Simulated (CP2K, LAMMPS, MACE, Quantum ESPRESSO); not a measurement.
# Pressure against volume in a static frame of amorphous polyisobutylene (as short chains C10H22) from 250 K (128 atoms), QE, PBE+D3(BJ)

Density of this cell: 0.886 g/cm³. The cell holds 128 atoms: 40 C and 88 H. Cell: a = 10.218 Å, b = 10.218 Å, c = 10.218 Å, α = 90.0°, β = 90.0°, γ = 90.0°. 4 polyisobutylene chains of 2 units with methyl end groups placed at random, at 0.886 g/cm³; overlaps pushed apart, then 20 ps at 800 K with MMFF94 bonds, angles, torsions, charges and radii (Halgren, J. Comput. Chem. 17, 490 (1996)) in harmonic and 12-6 forms. Snapshot after 30 ps at 250 K and fixed volume. Then the atoms were relaxed with MACE MPA-0 medium in the fixed cell. Then the atoms were relaxed with CP2K double zeta, PBE+D3(BJ).

Calculated with Quantum ESPRESSO 7.5: PBE+D3(BJ); plane waves, SSSP efficiency, 60/480 Ry; k-points Γ. The unchanged cell has V0 = 8.3335 Å³ an atom and P0 = -0.044 GPa. It is scaled evenly, and CP2K double zeta, PBE+D3(BJ) relaxes the atoms at each volume before the single point.

| volume (Å³/atom) | pressure (GPa) |
| --- | --- |
| 7.8335 | 0.4287 |
| 8.0835 | ? |
| 8.5835 | -0.2303 |
| 8.8335 | -0.3593 |

**Question.** Fit a second-order expansion in ln V to the rows given and interpolate to the withheld row.

**Working.**

To second order in u = ln(V/V0), P = P0 − B u + ½ B B′ u², with B the bulk modulus at V0 and B′ its pressure derivative. So v = (P − P0)/u is a line in u, with intercept −B and slope ½ B B′.

| u | v (GPa) |
| --- | --- |
| -0.0618754 | -7.63955 |
| 0.0295588 | -6.30269 |
| 0.0582689 | -5.41112 |

With n = 3: mean u = 0.00865077, mean v = -6.45112, Σ(u − ū)² = 0.0078730, Σ(u − ū)(v − v̄) = 0.13852. Slope b = 0.13852 / 0.0078730 = 17.594; intercept a = v̄ − b ū = -6.6033.

So B = 6.60 GPa and B′ = 2b/B = 5.3. At the withheld volume u = -0.03046, v = a + b u = -7.139 GPa, and P = P0 + u v.

Prediction at 8.0835: 0.1735 GPa. The run gave 0.1453 GPa, so the fit is high by 0.028 GPa (19 % of the value).

B′ = 5.3 rests on three points, and the miss at the fourth puts it in doubt. Among the rows given, the largest miss of the fit is at 8.8335, by 0.0097 GPa (1.2 % of the range of the table).

Limits: Static cells at zero temperature, with the cell shape held. The atoms follow CP2K double zeta, PBE+D3(BJ), not this level's own minimum.

[Hosts, paths, dates, database ids (printed as entryN), source tags and the programs' standing remarks are cut or masked in the printed files.]

[The MMFF94 radii named for the starting cell were scaled by 0.96; in molecules described by MMFF94, hydrogen bound to N, O or S took a small fixed 12-6 site in their place.]
